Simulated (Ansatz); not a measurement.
**TiNiCl6: relaxing a made-up structure**

Starting from a made-up structure for TiNiCl6, the aim is the relaxed cell, its shortest contacts and, where a second run follows, its electronic structure.

Program: Ansatz 0.2.0. Level of theory: DFT, PBEsol, plane-wave PAW, files of the set soft_1, scalar-relativistic, ferromagnetic start, cell and ions relaxed at zero pressure; PAW set soft_1, in the first sound run; inputs show where later runs differ. Results are calculated unless marked as measured.

## 1. Starting point

The structure is trigonal, space group R-3 (No. 148). The conventional cell has a = 6.423 Å, b = 6.423 Å, c = 17.238 Å, α = 90.00°, β = 90.00°, γ = 120.00°. Ni has 6 Cl at 2.45 Å nearest. Nearest to Ti lie 6 Cl at 2.52 Å. Cl has 1 Ni at 2.45 Å and 1 Ti at 2.52 Å nearest. Farther neighbours and most contacts between anions are not listed.

## 2. Relaxing cell and atoms

The guess takes its coordinates from another compound and its volume from a rule, so the cell and any free coordinates are relaxed together.

File input.yaml:

```yaml
crystal:
  lattice:
    - [3.2115, 1.85416039, 5.746]
    - [-3.2115, 1.85416039, 5.746]
    - [0.0, -3.708320779, 5.746]
  atoms:
    - { symbol: Ni, position: [0.5, 0.5, 0.5], spin: 1.0 }
    - { symbol: Ti, position: [0.0, 0.0, 0.0], spin: 1.0 }
    - { symbol: Cl, position: [0.382, 0.1266, 0.7446] }
    - { symbol: Cl, position: [0.1266, 0.7446, 0.382] }
    - { symbol: Cl, position: [0.7446, 0.382, 0.1266] }
    - { symbol: Cl, position: [0.618, 0.8734, 0.2554] }
    - { symbol: Cl, position: [0.8734, 0.2554, 0.618] }
    - { symbol: Cl, position: [0.2554, 0.618, 0.8734] }
magnetization:
  spin_polarized: true
kpoints:
  mp_grid: { grid: [5, 5, 5] }
scf:
  occupations: { method: fermi_dirac, width: 0.05 }
hamiltonian:
  xc: pbesol
  pseudopotentials: { kind: paw, azcp: { folder: soft_1 }, xc_functional: pbe }
relax:
  f_tol: 0.015
  max_steps: 70
  cell: {}
output:
  forces: true
  stress: true
```

Started as:

```console
$ ansatz run input.yaml --threads 4 --pin off --max-ram 10240MiB --backend cpu --events-out ev --progress --plain --runs-dir out
```

Numbers of over 12 decimals in the logs are rounded to 6 here.

The log of the run:

```text
Engine: ansatz 0.2.0, aarch64-unknown-linux-gnu
Pseudopotentials: kind: paw
Pseudopotential: Ni, paw, valence charge 18, recommended cutoff 420 eV (normal), soft_1/Ni.paw.azcp
Pseudopotential: Ti, paw, valence charge 12, recommended cutoff 420 eV (normal), soft_1/Ti.paw.azcp
Pseudopotential: Cl, paw, valence charge 7, recommended cutoff 420 eV (normal), soft_1/Cl.paw.azcp
Functional definition: PBEsol
  exchange = pbesol_x
  correlation = pbesol_c
Crystal: 8 atoms, lattice volume = 205.292 Å³
Basis set: ecut = 420 eV, 4015 PW (Γ), exchange–correlation on 96×96×96 points (8 copies of the dense FFT grid, shifted against one another)
Bands: 45, of which v1, the nominal top of the filled ones, is band 36 counted from 1 (35 counted from 0)
Symmetry: 6 space group operations
Space group: R-3 (ITA 148), of the structure as read, at distance tolerance 5.9e-5 Å
Magnetic group: BNS 148.17 (UNI 1247), of the structure as read, at distance tolerance 5.9e-5 Å
k-points: 23 of 125
Non-local potential: Ni, projectors of the file, l = 0: 3, l = 1: 2, l = 2: 3, l = 3: 1
Non-local potential: Ti, projectors of the file, l = 0: 3, l = 1: 2, l = 2: 3, l = 3: 1
Non-local potential: Cl, projectors of the file, l = 0: 2, l = 1: 2, l = 2: 1
PAW form: soft (Blöchl's): semilocal exchange-correlation on the pseudo side does not see the compensation charge
PAW frozen core: Ni, regenerated for the run's functional, and the local potential with it (the file was generated under x = pbe(κ = 0.804, μ = 0.219515), c = pbe(β = 0.066725))
PAW frozen core: Ti, regenerated for the run's functional, and the local potential with it (the file was generated under x = pbe(κ = 0.804, μ = 0.219515), c = pbe(β = 0.066725))
PAW frozen core: Cl, regenerated for the run's functional, and the local potential with it (the file was generated under x = pbe(κ = 0.804, μ = 0.219515), c = pbe(β = 0.066725))
PAW one-centre angular grid: Ni, 590 points (default); XC on 64 Gauss nodes
PAW one-centre angular grid: Ti, 590 points (default); XC on 64 Gauss nodes
PAW one-centre angular grid: Cl, 110 points (default); XC on 64 Gauss nodes
Initial density: superposition of atomic densities (chi_scale 0.1, normalization cell, long waves kept (reshape's long-wave potential 0.01 eV rms))
Starting moments: Σ|m| = 2 μB on 2 of 8 sites
Initial wavefunctions: pseudopotential atomic-orbital guess
Functional: x = pbesol(κ = 0.804, μ = 0.123457), c = pbesol(β = 0.046)
SCF iter   1: F=—  HF=-14650.373733 eV  |F-HF|=—  |Δ(HF+E_count)|=         —  Δρ=3.61e-2 (↑3.61e-2 ↓2.57e-2)  dr2=5.69e0  dr2_m=3.86e-1  M=1.967 μB ∫|m|=2.147 μB  β_m=0.30  ethr=3.10e-3  ⟨swp⟩=10.0  Hψ=9455  notcnv=0
Mixer restart at iter 1: flushing history
preconditioner: auto → Resta (q_TF=auto, 2.291 Å⁻¹)  ε∞=7.3  [insulator: Δε(μ)=0.238 eV  Ē_g=7.754 eV  σ=0.050 eV  W_gap=0.83  n_scr=52 (ndim 8)  ℏωp=19.4 eV  f_vac=0.080  D(μ)=0.64/eV (n_scr^D=0)  ε∞_Penn≈7.3]
spin=Collinear: Resta preconditioning applied to the charge; magnetization (m = ρ↑ − ρ↓) channel mixes plain (no charge-response kernel on spin).
SCF iter   2: F=—  HF=-14651.084582 eV  |F-HF|=—  |Δ(HF+E_count)|=   7.11e-1  Δρ=2.25e-2 (↑1.38e-2 ↓2.25e-2)  dr2=6.60e-1  dr2_m=3.79e-1  M=1.991 μB ∫|m|=2.194 μB  β_m=0.35  ethr=3.10e-3  ⟨swp⟩=2.6  Hψ=4465  notcnv=0  defer=90
SCF iter   3: F=—  HF=-14651.118784 eV  |F-HF|=—  |Δ(HF+E_count)|=   3.42e-2  Δρ=1.37e-2 (↑1.37e-2 ↓1.27e-2)  dr2=4.14e-1  dr2_m=2.12e-1  M=1.997 μB ∫|m|=2.176 μB  β_m=0.53  ethr=9.16e-4  ⟨swp⟩=3.2  Hψ=4019  notcnv=0  defer=88
SCF iter   4: F=—  HF=-14651.326567 eV  |F-HF|=—  |Δ(HF+E_count)|=   2.08e-1  Δρ=7.47e-3 (↑2.51e-3 ↓7.47e-3)  dr2=6.55e-2  dr2_m=2.87e-2  M=2.000 μB ∫|m|=2.133 μB  β_m=0.67  ethr=5.75e-4  ⟨swp⟩=3.2  Hψ=4972  notcnv=0  defer=88
SCF iter   5: F=—  HF=-14651.357670 eV  |F-HF|=—  |Δ(HF+E_count)|=         —  Δρ=4.47e-3 (↑2.99e-3 ↓4.47e-3)  dr2=2.82e-2  dr2_m=1.91e-2  M=2.000 μB ∫|m|=2.069 μB  β_m=0.67  ethr=9.09e-5  ⟨swp⟩=3.3  Hψ=3458  notcnv=0  defer=46
Mixer restart at iter 5: flushing history
SCF iter   6: F=—  HF=-14651.366325 eV  |F-HF|=—  |Δ(HF+E_count)|=   8.66e-3  Δρ=2.73e-3 (↑2.73e-3 ↓2.67e-3)  dr2=2.50e-2  dr2_m=3.22e-3  M=2.000 μB ∫|m|=2.065 μB  β_m=0.61  ethr=3.91e-5  ⟨swp⟩=2.2  Hψ=4106  notcnv=0  defer=46
SCF iter   7: F=—  HF=-14651.361401 eV  |F-HF|=—  |Δ(HF+E_count)|=   4.92e-3  Δρ=2.70e-3 (↑1.21e-3 ↓2.70e-3)  dr2=1.68e-2  dr2_m=2.79e-3  M=2.000 μB ∫|m|=2.068 μB  β_m=0.56  ethr=3.48e-5  ⟨swp⟩=2.0  Hψ=4300  notcnv=0  defer=46
SCF iter   8: F=—  HF=-14651.359704 eV  |F-HF|=—  |Δ(HF+E_count)|=   1.70e-3  Δρ=5.83e-4 (↑4.48e-4 ↓5.83e-4)  dr2=7.85e-4  dr2_m=2.95e-4  M=2.000 μB ∫|m|=2.070 μB  β_m=0.58  ethr=2.33e-5  ⟨swp⟩=2.0  Hψ=2966  notcnv=0  defer=46
SCF iter   9: F=—  HF=-14651.359777 eV  |F-HF|=—  |Δ(HF+E_count)|=   7.30e-5  Δρ=1.85e-4 (↑1.33e-4 ↓1.85e-4)  dr2=1.51e-4  dr2_m=1.98e-5  M=2.000 μB ∫|m|=2.071 μB  β_m=0.79  ethr=1.09e-6  ⟨swp⟩=2.1  Hψ=3192  notcnv=0  defer=46
SCF iter  10: F=—  HF=-14651.359855 eV  |F-HF|=—  |Δ(HF+E_count)|=   7.85e-5  Δρ=7.25e-5 (↑7.25e-5 ↓3.56e-5)  dr2=1.65e-5  dr2_m=3.94e-6  M=2.000 μB ∫|m|=2.072 μB  β_m=0.75  ethr=2.09e-7  ⟨swp⟩=2.0  Hψ=2978  notcnv=0  defer=46
SCF iter  11: F=—  HF=-14651.359871 eV  |F-HF|=—  |Δ(HF+E_count)|=   1.64e-5  Δρ=6.34e-5 (↑1.54e-5 ↓6.34e-5)  dr2=1.21e-5  dr2_m=1.37e-6  M=2.000 μB ∫|m|=2.072 μB  β_m=0.87  ethr=2.29e-8  ⟨swp⟩=2.0  Hψ=3429  notcnv=0  defer=46
SCF iter  12: F=—  HF=-14651.359879 eV  |F-HF|=—  |Δ(HF+E_count)|=   7.81e-6  Δρ=9.24e-6 (↑4.29e-6 ↓9.24e-6)  dr2=5.02e-7  dr2_m=2.12e-8  M=2.000 μB ∫|m|=2.072 μB  β_m=0.89  ethr=1.68e-8  ⟨swp⟩=2.0  Hψ=2973  notcnv=0  defer=46
SCF iter  13: F=—  HF=-14651.359880 eV  |F-HF|=—  |Δ(HF+E_count)|=   5.75e-7  Δρ=3.12e-6 (↑2.04e-6 ↓3.12e-6)  dr2=5.06e-8  dr2_m=2.46e-9  M=2.000 μB ∫|m|=2.072 μB  β_m=0.95  ethr=6.97e-10  ⟨swp⟩=2.7  Hψ=3816  notcnv=0  defer=46
SCF iter  14: F=-14651.359880 eV  HF=-14651.359880 eV  |F-HF|=2.65e-8  |Δ(HF+E_count)|=   4.11e-8  Δρ=1.85e-6 (↑1.30e-6 ↓1.85e-6)  dr2=3.17e-8  dr2_m=8.64e-10  M=2.000 μB ∫|m|=2.072 μB  ethr=7.03e-11  ⟨swp⟩=2.3  Hψ=6834  notcnv=0
SCF 1 converged in 14 iterations: F = -14651.359880 eV  dr2 = 3.17e-8
  greatest PAW one-centre occupation: 1.001 electrons in one spin orbital (limit 2), on the Ni atom at site 0 (counted from 0), in its partial waves of l = 1
relax step   1: F+E_penalty+E_count = -14651.35987984 eV  Δ(F+E_penalty+E_count) = +0.000e0 eV  max|allowed force component| = 8.000e-1 eV/Å  Δτ_max = 0.0000 Å  P = -8.296 GPa  Ω = 205.292 Å³  (14 SCF iters, dr2 threshold 1.00e-7 eV, accepted)
[...]
Basis set: ecut = 420 eV, 3167 PW (Γ), exchange–correlation on 90×90×90 points (8 copies of the dense FFT grid, shifted against one another)
Initial wavefunctions: pseudopotential atomic-orbital guess (no wavefunctions were taken with the density)
iter 1 solved again at ethr=1.34e-6 eV; its pass at ethr=3.10e-3 eV (dr2=9.68e-4 eV) is discarded
SCF iter   1: F=—  HF=-14652.658917 eV  |F-HF|=—  |Δ(HF+E_count)|=         —  Δρ=4.52e-4 (↑1.69e-4 ↓4.52e-4)  dr2=4.32e-4  dr2_m=3.66e-5  M=1.999 μB ∫|m|=2.073 μB  β_m=0.65  ethr=1.34e-6  ⟨swp⟩=3.2  Hψ=15602  notcnv=0
preconditioner: auto → Resta (q_TF=auto, 2.384 Å⁻¹)  ε∞=6.9  [insulator: Δε(μ)=0.612 eV  Ē_g=8.999 eV  σ=0.050 eV  W_gap=1.00  n_scr=34 (ndim 8)  ℏωp=21.9 eV  f_vac=0.027  D(μ)=0.01/eV (n_scr^D=0)  ε∞_Penn≈6.9]
spin=Collinear: Resta preconditioning applied to the charge; magnetization (m = ρ↑ − ρ↓) channel mixes plain (no charge-response kernel on spin).
SCF iter   2: F=—  HF=-14652.658846 eV  |F-HF|=—  |Δ(HF+E_count)|=   7.09e-5  Δρ=8.46e-5 (↑8.46e-5 ↓5.47e-5)  dr2=7.05e-6  dr2_m=1.66e-6  M=1.999 μB ∫|m|=2.073 μB  β_m=0.54  ethr=6.00e-7  ⟨swp⟩=2.2  Hψ=2777  notcnv=0
SCF iter   3: F=—  HF=-14652.658895 eV  |F-HF|=—  |Δ(HF+E_count)|=   4.89e-5  Δρ=8.44e-5 (↑8.44e-5 ↓4.68e-5)  dr2=1.42e-5  dr2_m=7.17e-7  M=1.999 μB ∫|m|=2.073 μB  β_m=0.49  ethr=9.79e-9  ⟨swp⟩=2.6  Hψ=3808  notcnv=0
SCF iter   4: F=—  HF=-14652.658905 eV  |F-HF|=—  |Δ(HF+E_count)|=   1.06e-5  Δρ=7.52e-5 (↑1.76e-5 ↓7.52e-5)  dr2=8.01e-6  dr2_m=2.38e-6  M=1.999 μB ∫|m|=2.073 μB  β_m=0.75  ethr=9.79e-9  ⟨swp⟩=2.0  Hψ=3737  notcnv=0
SCF iter   5: F=—  HF=-14652.658953 eV  |F-HF|=—  |Δ(HF+E_count)|=   4.81e-5  Δρ=6.89e-5 (↑1.37e-5 ↓6.89e-5)  dr2=7.86e-6  dr2_m=2.14e-6  M=1.999 μB ∫|m|=2.073 μB  β_m=0.21  ethr=9.79e-9  ⟨swp⟩=2.0  Hψ=3677  notcnv=0
SCF iter   6: F=—  HF=-14652.658966 eV  |F-HF|=—  |Δ(HF+E_count)|=   1.23e-5  Δρ=2.46e-5 (↑2.46e-5 ↓1.16e-5)  dr2=7.72e-7  dr2_m=1.83e-7  M=1.999 μB ∫|m|=2.073 μB  β_m=0.63  ethr=9.79e-9  ⟨swp⟩=2.4  Hψ=3608  notcnv=0
SCF iter   7: F=—  HF=-14652.658978 eV  |F-HF|=—  |Δ(HF+E_count)|=   1.21e-5  Δρ=5.67e-6 (↑5.12e-6 ↓5.67e-6)  dr2=1.30e-7  dr2_m=2.25e-10  M=1.999 μB ∫|m|=2.073 μB  β_m=0.77  ethr=1.07e-9  ⟨swp⟩=3.0  Hψ=4723  notcnv=0
SCF iter   8: F=—  HF=-14652.658978 eV  |F-HF|=—  |Δ(HF+E_count)|=   2.66e-8  Δρ=3.20e-6 (↑6.92e-7 ↓3.20e-6)  dr2=2.04e-8  dr2_m=3.98e-9  M=1.999 μB ∫|m|=2.073 μB  β_m=0.88  ethr=1.80e-10  ⟨swp⟩=2.0  Hψ=3087  notcnv=0
SCF iter   9: F=—  HF=-14652.658978 eV  |F-HF|=—  |Δ(HF+E_count)|=   6.69e-8  Δρ=3.28e-6 (↑4.08e-7 ↓3.28e-6)  dr2=2.03e-8  dr2_m=3.51e-9  M=1.999 μB ∫|m|=2.073 μB  β_m=0.89  ethr=2.83e-11  ⟨swp⟩=2.0  Hψ=3078  notcnv=0
SCF iter  10: F=—  HF=-14652.658978 eV  |F-HF|=—  |Δ(HF+E_count)|=   2.63e-8  Δρ=6.91e-7 (↑1.48e-7 ↓6.91e-7)  dr2=9.97e-10  dr2_m=1.72e-10  M=1.999 μB ∫|m|=2.073 μB  β_m=0.94  ethr=2.82e-11  ⟨swp⟩=2.4  Hψ=3900  notcnv=0
SCF iter  11: F=—  HF=-14652.658978 eV  |F-HF|=—  |Δ(HF+E_count)|=   1.47e-9  Δρ=1.34e-7 (↑7.99e-8 ↓1.34e-7)  dr2=8.69e-11  dr2_m=7.91e-12  M=1.999 μB ∫|m|=2.073 μB  β_m=0.97  ethr=1.38e-12  ⟨swp⟩=2.7  Hψ=4344  notcnv=0
SCF iter  12: F=—  HF=-14652.658978 eV  |F-HF|=—  |Δ(HF+E_count)|=  3.64e-12  Δρ=1.92e-7 (↑4.73e-8 ↓1.92e-7)  dr2=9.38e-11  dr2_m=9.68e-12  M=1.999 μB ∫|m|=2.073 μB  β_m=0.97  ethr=1.00e-12  ⟨swp⟩=1.1  Hψ=2077  notcnv=0
SCF iter  13: F=—  HF=-14652.658978 eV  |F-HF|=—  |Δ(HF+E_count)|=  9.46e-11  Δρ=6.96e-8 (↑2.24e-8 ↓6.96e-8)  dr2=1.82e-11  dr2_m=1.29e-12  M=1.999 μB ∫|m|=2.073 μB  β_m=0.91  ethr=1.00e-12  ⟨swp⟩=2.2  Hψ=2586  notcnv=0
SCF iter  14: F=-14652.658978 eV  HF=-14652.658978 eV  |F-HF|=9.09e-12  |Δ(HF+E_count)|=  1.64e-11  Δρ=3.37e-8 (↑2.40e-8 ↓3.37e-8)  dr2=8.67e-12  dr2_m=2.82e-13  M=1.999 μB ∫|m|=2.073 μB  ethr=1.00e-12  ⟨swp⟩=3.8  Hψ=6990  notcnv=0
SCF 7 converged in 14 iterations: F = -14652.658978 eV  dr2 = 8.67e-12
relax step   7: F+E_penalty+E_count = -14652.65897800 eV  Δ(F+E_penalty+E_count) = +4.913e-3 eV  max|allowed force component| = 6.623e-3 eV/Å  Δτ_max = 0.0000 Å  P = -0.034 GPa  Ω = 161.578 Å³  stress off target by 4.32e-2 GPa  SCF on the basis re-selected at this cell (its energy is not comparable with the rows above)  (14 SCF iters)
basis re-selected at this cell: Δ(F+E_penalty+E_count) = +4.913e-3 eV, ΔP = +0.001 GPa vs the last step (what re-selecting the basis moved, of the pressure what is left beyond the Pulay correction that the steps carried, after the strain that the cell walked since its last selection, with what the two solves' SCF thresholds leave and, on support functions, any second-order correction that the steps lacked; it is no measure of the basis error at this ecutwfc). The dense FFT grid was sized anew with the basis: this SCF ran on 45×45×45 points, the steps before it on 48×48×48, so part of this shift can come from that change (see relax.cell in the input reference). [rest of the remark cut]
SCF converged after 14 iterations
Magnetization: 1.9995 μB (36.9997 up, 35.0003 down)
Absolute magnetization: 2.0717 μB (∫|ρ↑−ρ↓|, with the PAW one-centre terms)
Spin contamination: 0.0102 ħ² per cell (⟨S²⟩ above its minimum at these occupations)
Per-site moments (μB) at R_I (Å): [(1.367002, 0.970149), (0.049652, 0.964532), (0.075256, 0.964532), (0.075256, 0.964532), (0.075256, 0.964532), (0.075256, 0.964532), (0.075256, 0.964532), (0.075256, 0.964532)]
Free energy (F): -14652.658978 eV
Harris-Foulkes:  -14652.658978 eV  (|F-HF|=9.09e-12)
Internal energy: -14652.658695 eV  (E = F + TS)
E sigma→0 (E₀):  -14652.658837 eV
Entropy (-TS):   -0.000283 eV (-0.035 meV/atom)
Fermi energy:    5.231935 eV
--- Per-component energies (eV) ---
  E_band       = -825.019795
  E_kinetic    = 1526.384339
  E_local      = -7518.164236  (includes V_loc(G=0)·N_el)
  E_nonlocal   = 137.522009
  E_hartree    = 3398.388607
  E_xc         = -862.284124
  E_vxc        = -982.100184  (∫ρ·V_xc dr)
  E_paw        = -6487.200210  (= ΣΔE_a)
  E_vpaw       = -785.440646  (= ΣTr[D̂ρ^β])
  E_aug_tail   = 0.001558  (compensation charges beyond the density's cutoff)
  E_ewald      = -4848.113905
  E_core_change = 0.807267  (= ΣΔE_core)
  E_smearing   = -0.000283  (= −TS)
  E_closure    = -0.000000  (closes the sum)
  Σ components = -14652.658978   (vs F -14652.658978, Δ=0.00e0)
--- Forces (eV/Å), atoms counted from 1 ---
  atom   1  Ni     0.00000000     0.00000000     0.00000000
  atom   2  Ti    -0.00000000     0.00000000     0.00000000
  atom   3  Cl    -0.00035569    -0.00161170     0.00662346
  atom   4  Cl    -0.00121793     0.00111389     0.00662346
  atom   5  Cl     0.00157362     0.00049782     0.00662346
  atom   6  Cl     0.00035569     0.00161170    -0.00662346
  atom   7  Cl     0.00121793    -0.00111389    -0.00662346
  atom   8  Cl    -0.00157362    -0.00049782    -0.00662346
  max |Σ_I F_I| component: 5.20e-18 eV/Å
--- Stress (GPa, compression-positive) ---
       -0.029325       0.000000       0.000000
       -0.000000      -0.029325      -0.000000
        0.000000      -0.000000      -0.043211
  P = ⅓ Tr σ = -0.0340 GPa (-0.340 kbar)
--- Relaxed structure (6 steps of the walk, 6 accepted, 1 SCFs on fresh bases) ---
  F+E_penalty+E_count = -14652.65897800 eV   max|allowed force component| = 6.623e-3 eV/Å   (the final SCF, on the basis selected at the relaxed cell)
  cell:  # Å, volume = 161.5777 Å³
    - [2.958633, 1.708168, 5.328543]
    - [-2.958633, 1.708168, 5.328543]
    - [-1.824085682295863e-18, -3.416336, 5.328543]
  atoms:
    - { symbol: Ni, position: [0.500000, 0.500000, 0.500000] }
    - { symbol: Ti, position: [0, -2.9495648908898496e-19, 7.84107848664924e-19] }
    - { symbol: Cl, position: [0.400947, 0.097333, 0.751006] }
    - { symbol: Cl, position: [0.097333, 0.751006, 0.400947] }
    - { symbol: Cl, position: [0.751006, 0.400947, 0.097333] }
    - { symbol: Cl, position: [0.599053, 0.902667, 0.248994] }
    - { symbol: Cl, position: [0.902667, 0.248994, 0.599053] }
    - { symbol: Cl, position: [0.248994, 0.599053, 0.902667] }
```

It took 53 s on 4 threads of Arm Neoverse V2, shared host; peak memory 0.8 GiB; 3.4 min of CPU time.

The steps of the relaxation:

| step | energy less that of the first step (eV) | largest force component (eV/Å) | pressure (GPa) | volume (Å³) |
| --- | --- | --- | --- | --- |
| 1 | 0.0000 | 0.8000 | -8.30 | 205.29 |
| 2 | -1.1015 | 0.1543 | -2.42 | 180.94 |
| 3 | -1.2735 | 0.1657 | 0.43 | 165.24 |
| 4 | -1.3011 | 0.0574 | 0.11 | 160.45 |
| 5 | -1.3036 | 0.0207 | -0.07 | 161.49 |
| 6 | -1.3040 | 0.0064 | -0.03 | 161.58 |
| 7* | -1.2991 | 0.0066 | -0.03 | 161.58 |

Relaxation steps marked * repeat the geometry before them on a plane-wave basis chosen anew for their cell, so energy and pressure can jump there.

The run keeps the 6 symmetry operations that it works with, so distortions that break them were not tested.

| conventional cell, symmetrised | before | after | change |
| --- | --- | --- | --- |
| a (Å) | 6.423 | 5.917 | -7.9 % |
| b (Å) | 6.423 | 5.917 | -7.9 % |
| c (Å) | 17.238 | 15.986 | -7.3 % |
| volume (Å³/atom) | 25.66 | 20.20 | -21.3 % |

The atoms that moved most (Å, as changes of fractional coordinates times the final cell):

| atom | dx | dy | dz | length |
| --- | --- | --- | --- | --- |
| Cl8 | 0.037 | -0.143 | 0.021 | 0.149 |
| Cl5 | -0.037 | 0.143 | -0.021 | 0.149 |
| Cl3 | 0.143 | -0.040 | -0.021 | 0.149 |
| Cl6 | -0.143 | 0.040 | 0.021 | 0.149 |
| Cl4 | -0.106 | -0.104 | -0.021 | 0.149 |
| Cl7 | 0.106 | 0.104 | 0.021 | 0.149 |

Numbers from this step:

```
free energy             : -14652.6590 eV
energy at zero smearing : -14652.6588 eV
Fermi energy            : 5.232 eV
gap by band count       : 0.6057 eV
magnetization           : 1.999 μB
absolute magnetization  : 2.072 μB
site moments            : 1.367, 0.04965, 0.07526, 0.07526, 0.07526, 0.07526, 0.07526, 0.07526 μB
electrons               : 72
symmetry operations     : 6
pressure                : -0.03395 GPa
```

Site moment by atom:

| atom | site moment (μB) |
| --- | --- |
| Ni1 | 1.37 |
| Ti2 | 0.05 |
| Cl3 | 0.08 |
| Cl4 | 0.08 |
| Cl5 | 0.08 |
| Cl6 | 0.08 |
| Cl7 | 0.08 |
| Cl8 | 0.08 |

Shortest distances by pair of elements, guess and relaxed (not always the same contact):

| pair | guess (Å) | relaxed (Å) |
| --- | --- | --- |
| Cl–Ti | 2.522 | 2.338 |
| Cl–Ni | 2.447 | 2.352 |
| Cl–Cl | 3.455 | 3.280 |
| Ni–Ti | 4.691 | 4.332 |

The relaxation ends with a largest force component of 0.0066 eV/Å and a pressure of -0.03 GPa.

[end of part 1 of 2]

[Logs are printed without paths, hosts, clocks, repeated set-up lines and the standing remarks that a program may print on its own settings, such as how far it seeks lower states.]

[Hosts, paths, dates, database ids (printed as entryN), source tags and the programs' standing remarks are cut or masked in the printed files.]
